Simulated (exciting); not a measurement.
**Core excitons at the O K edge of RbLuO2**

How far do the exchange and direct terms reshape the O K edge of RbLuO2?

Program: exciting sodium. Level of theory: X-ray absorption, core-level Bethe-Salpeter equation, exchange and statically screened direct term, Tamm-Dancoff, all-electron LAPW+lo LDA. Results are calculated unless marked as measured.

### Step 1. Set-up

Symmetry: R-3m, No. 166, trigonal system. Conventional cell: a = 3.400 Å, b = 3.400 Å, c = 19.150 Å, α = 90.00°, β = 90.00°, γ = 120.00°. Lu has 6 O at 2.24 Å nearest. Nearest to Rb lie 6 O at 2.88 Å. Nearest to O lie 3 Lu at 2.24 Å and 3 Rb at 2.88 Å. Farther neighbours and most contacts between anions are not listed.

As a file:

```
Lu Rb O
1.0
     1.70000    0.98150    6.38333
    -1.70000    0.98150    6.38333
     0.00000   -1.96299    6.38333
Lu Rb O
1 1 2
Direct
  0.50000 0.50000 0.50000
  0.00000 0.00000 0.00000
  0.77700 0.77700 0.77700
  0.22300 0.22300 0.22300
```

Differences between curves are given as r.m.s. difference over r.m.s. height.

### Step 2. The self-consistent potential

The species files are the program's own, with muffin-tin radii set in the input.

File input.xml:

```
<input>
  <title>RbLuO2</title>
  <structure speciespath="." autormt="false" epslat="1.0e-5">
    <crystal>
      <basevect>3.2125344113 1.8547576071 12.0627517599</basevect>
      <basevect>-3.2125344113 1.8547576071 12.0627517599</basevect>
      <basevect>0.0000000000 -3.7095152142 12.0627517599</basevect>
    </crystal>
    <species speciesfile="Lu.xml" rmt="2.240">
      <atom coord="0.5000000000 0.5000000000 0.5000000000"/>
    </species>
    <species speciesfile="Rb.xml" rmt="2.464">
      <atom coord="0.0000000000 0.0000000000 0.0000000000"/>
    </species>
    <species speciesfile="O.xml" rmt="1.866">
      <atom coord="0.7770000000 0.7770000000 0.7770000000"/>
      <atom coord="0.2230000000 0.2230000000 0.2230000000"/>
    </species>
  </structure>
  <groundstate do="fromscratch" xctype="LDA_PW" ngridk="4 4 4" rgkmax="7" gmaxvr="14" nempty="8" swidth="0.001" maxscl="100" epsengy="1e-5"/>
</input>
```

Started as:

```
$ OMP_NUM_THREADS=1 mpirun -n 2 exciting
```

Output:

```text
EXCITING SODIUM started
********************************************************************************
* Ground-state run starting from atomic densities                              *
********************************************************************************
+ Starting initialization                                                      +
 Lattice vectors (cartesian) :
      3.2125344113      1.8547576071     12.0627517599
     -3.2125344113      1.8547576071     12.0627517599
      0.0000000000     -3.7095152142     12.0627517599
 Reciprocal lattice vectors (cartesian) :
      0.9779171991      0.5646007582      0.1736249857
     -0.9779171991      0.5646007582      0.1736249857
     -0.0000000000     -1.1292015163      0.1736249857
 Unit cell volume                           :     431.2534577608
 Brillouin zone volume                      :       0.5751842889
 Species :    1 (Lu)
     parameters loaded from                 :    Lu.xml
     name                                   :    lutetium
     nuclear charge                         :     -71.00000000
     electronic charge                      :      71.00000000
     atomic mass                            :  318945.32950000
     muffin-tin radius                      :       2.24000000
     # of radial points in muffin-tin       :     600
     atomic positions (lattice) :
       1 :   0.00000000  0.00000000  0.00000000
 Species :    2 (Rb)
     parameters loaded from                 :    Rb.xml
     name                                   :    rubidium
     nuclear charge                         :     -37.00000000
     electronic charge                      :      37.00000000
     atomic mass                            :  155798.26850000
     muffin-tin radius                      :       2.46400000
     # of radial points in muffin-tin       :     400
     atomic positions (lattice) :
       1 :   0.50000000  0.50000000  0.50000000
 Species :    3 (O)
     parameters loaded from                 :    O.xml
     name                                   :    oxygen
     nuclear charge                         :      -8.00000000
     electronic charge                      :       8.00000000
     atomic mass                            :   29165.12203000
     muffin-tin radius                      :       1.86600000
     # of radial points in muffin-tin       :     250
     atomic positions (lattice) :
       1 :   0.27700000  0.27700000  0.27700000
       2 :   0.72300000  0.72300000  0.72300000
 Total number of atoms per unit cell        :       4
 Spin treatment                             :    spin-unpolarised
 Number of Bravais lattice symmetries       :      12
 Number of crystal symmetries               :      12
 k-point grid                               :       4    4    4
 Total number of k-points                   :      13
 k-point set is reduced with crystal symmetries
 R^MT_min * |G+k|_max (rgkmax)              :       7.00000000
 Species with R^MT_min                      :       3 (O)
 Maximum |G+k| for APW functions            :       3.75133976
 Maximum |G| for potential and density      :      14.00000000
 G-vector grid sizes                        :      60    60    60
 Total number of G-vectors                  :   19985
 Maximum angular momentum used for
     APW functions                          :       8
     computing H and O matrix elements      :       8
     potential and density                  :       8
     inner part of muffin-tin               :       2
 Total nuclear charge                       :    -124.00000000
 Total electronic charge                    :     124.00000000
 Total core charge                          :      78.00000000
 Total valence charge                       :      46.00000000
 Number of empty states                     :       8
 Total number of valence states             :      32
 Maximum Hamiltonian size                   :     435
 Maximum number of plane-waves              :     399
 Total number of local-orbitals             :      36
 Exchange-correlation type                  :       3
     Perdew-Wang, Phys. Rev. B 45, 13244 (1992)
 Smearing scheme                            :    Gaussian
 Smearing width                             :       0.00100000
 Using multisecant Broyden potential mixing
+ Ending initialization                                                        +
********************************************************************************
* Groundstate module started                                                   *
********************************************************************************
 Output level for this task is set to normal
+ Self-consistent loop started                                                 +
 Density and potential initialised from atomic data
+ SCF iteration number :    1                                                  +
 Total energy                               :    -17688.46859378
 _______________________________________________________________
 Fermi energy                               :         0.22537404
 Kinetic energy                             :     19460.17121379
 Coulomb energy                             :    -36741.26397062
 Exchange energy                            :      -395.54064792
 Correlation energy                         :       -11.83518903
 DOS at Fermi energy (states/Ha/cell)       :         0.00000000
 Electron charges :
     core                                   :        78.00000000
     core leakage                           :         0.00024642
     valence                                :        46.00000000
     interstitial                           :         4.10195690
     charge in muffin-tin spheres :
                  atom     1    Lu          :        67.90862605
                  atom     2    Rb          :        35.06703760
                  atom     3     O          :         8.46118972
                  atom     4     O          :         8.46118972
     total charge in muffin-tins            :       119.89804310
     total charge                           :       124.00000000
 Estimated fundamental gap                  :         0.14911202
        valence-band maximum at    8      0.2500  0.2500  0.2500
     conduction-band minimum at    1      0.0000  0.0000  0.0000
[... further iterations ...]
| Convergence targets achieved. Performing final SCF iteration                 +
 Total energy                               :    -17700.14229825
 _______________________________________________________________
 Fermi energy                               :         0.24742621
 Kinetic energy                             :     19451.06141842
 Coulomb energy                             :    -36744.19951253
 Exchange energy                            :      -395.19059303
 Correlation energy                         :       -11.81361110
 DOS at Fermi energy (states/Ha/cell)       :         0.00000000
 Electron charges :
     core                                   :        78.00000000
     core leakage                           :         0.00023996
     valence                                :        46.00000000
     interstitial                           :         4.84496916
     charge in muffin-tin spheres :
                  atom     1    Lu          :        68.20414607
                  atom     2    Rb          :        35.22634948
                  atom     3     O          :         7.86226765
                  atom     4     O          :         7.86226765
     total charge in muffin-tins            :       119.15503084
     total charge                           :       124.00000000
 Estimated fundamental gap                  :         0.11319883
        valence-band maximum at    1      0.0000  0.0000  0.0000
     conduction-band minimum at    7      0.5000  0.5000  0.0000
+ Self-consistent loop stopped                                                 +
 STATE.OUT is written
********************************************************************************
* Groundstate module stopped                                                   *
********************************************************************************
 Total time spent (seconds)                 :        48.55
- CAUTION! Warnings have been written in file WARNING.OUT !                    -
| EXCITING SODIUM stopped                                                      =
```

Elapsed: 50 s, on 2 MPI ranks of Arm Neoverse V2, shared host.

The warnings file holds hints only, no warning.

The mesh shows a gap of 3.08 eV. Core levels (Dirac, from the valence top):

| atom | level | energy (eV) |
| --- | --- | --- |
| O | 1s1/2 | -499.7 |

### Step 3. A richer basis for the empty states

Each species file gets more local orbitals, built from u and its energy derivative at 0.15 Ha and u at 0.9 Ha.

input.xml is that of step 2.

File SPECIES.xml, added lines:

```
<lo l="L">  <!-- L = 0, 1, 2, and 3 from Cs on -->
  <wf matchingOrder="0" trialEnergy="0.1500" searchE="false"/>
  <wf matchingOrder="1" trialEnergy="0.1500" searchE="false"/>
  <wf matchingOrder="0" trialEnergy="0.9000" searchE="false"/>
</lo>
```

Started as:

```
$ OMP_NUM_THREADS=1 mpirun -n 2 exciting
```

Output:

```text
EXCITING SODIUM started
********************************************************************************
* Ground-state run starting from atomic densities                              *
********************************************************************************
+ Starting initialization                                                      +
[... lattice and species ...]
 Spin treatment                             :    spin-unpolarised
 Number of Bravais lattice symmetries       :      12
[...]
+ Self-consistent loop stopped                                                 +
 STATE.OUT is written
********************************************************************************
* Groundstate module stopped                                                   *
********************************************************************************
 Total time spent (seconds)                 :       125.63
- CAUTION! Warnings have been written in file WARNING.OUT !                    -
| EXCITING SODIUM stopped                                                      =
[key lines of the parts left out:]
Total energy                               :    -17700.14381539
Fermi energy                               :         0.24768492
```

Elapsed: 2.1 min, on 2 MPI ranks.

Against the first ground state the total energy moves by -10 meV an atom and the gap by -0.01 eV.

[end of part 1 of 3]

[Banner, clock and machine lines of the logs are left out without a mark of their own.]

[Logs are printed without paths, hosts, clocks, repeated set-up lines and the standing remarks that a program may print on its own settings, such as how far it seeks lower states.]

[Hosts, paths, dates, database ids (printed as entryN), source tags and the programs' standing remarks are cut or masked in the printed files.]
